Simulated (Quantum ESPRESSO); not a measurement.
# Gap and tunnelling decay at a withheld lattice constant: NaCaBr3, cubic perovskite type

How the rows were computed: Quantum ESPRESSO 7.5 (pw.x, pwcond.x with ikind = 0), PBE, GBRV ultrasoft, cubic crystals. κ is the slowest decay along [001] at mid-gap among three points across the current.

```
a (Å)  gap on the mesh (eV)  κ (1/Å)
5.264                 3.123    0.269
5.432                 3.109    0.276
5.600                 3.080    0.282
5.936                 2.980    0.290
```

**Question.** What are gap and κ at a = 5.768 Å?

**Worked estimate.** A line through the rows at 5.600 and 5.936 Å gives a gap of 3.080 + 0.500 × (2.980 − 3.080) = 3.03 eV and κ = 0.286 1/Å. The two-band model κ = 0.5123 √(m* E_g/4) needs m* = 0.394 at 5.600 Å; with that mass and the new gap, κ = 0.280 1/Å.

What the calculation gave: The gap is 3.036 eV and κ = 0.286 1/Å. The line misses the gap by −0.006 eV and κ by +0.0 %; the two-band estimate misses κ by −2.2 %.

Caveats: The structure type is imposed. Local and semilocal gaps and decay constants are too small; no spin-orbit coupling. For an indirect gap m* is a fitting number alone.

[Logs are printed without paths, hosts, clocks, repeated set-up lines and the standing remarks that a program may print on its own settings, such as how far it seeks lower states.]
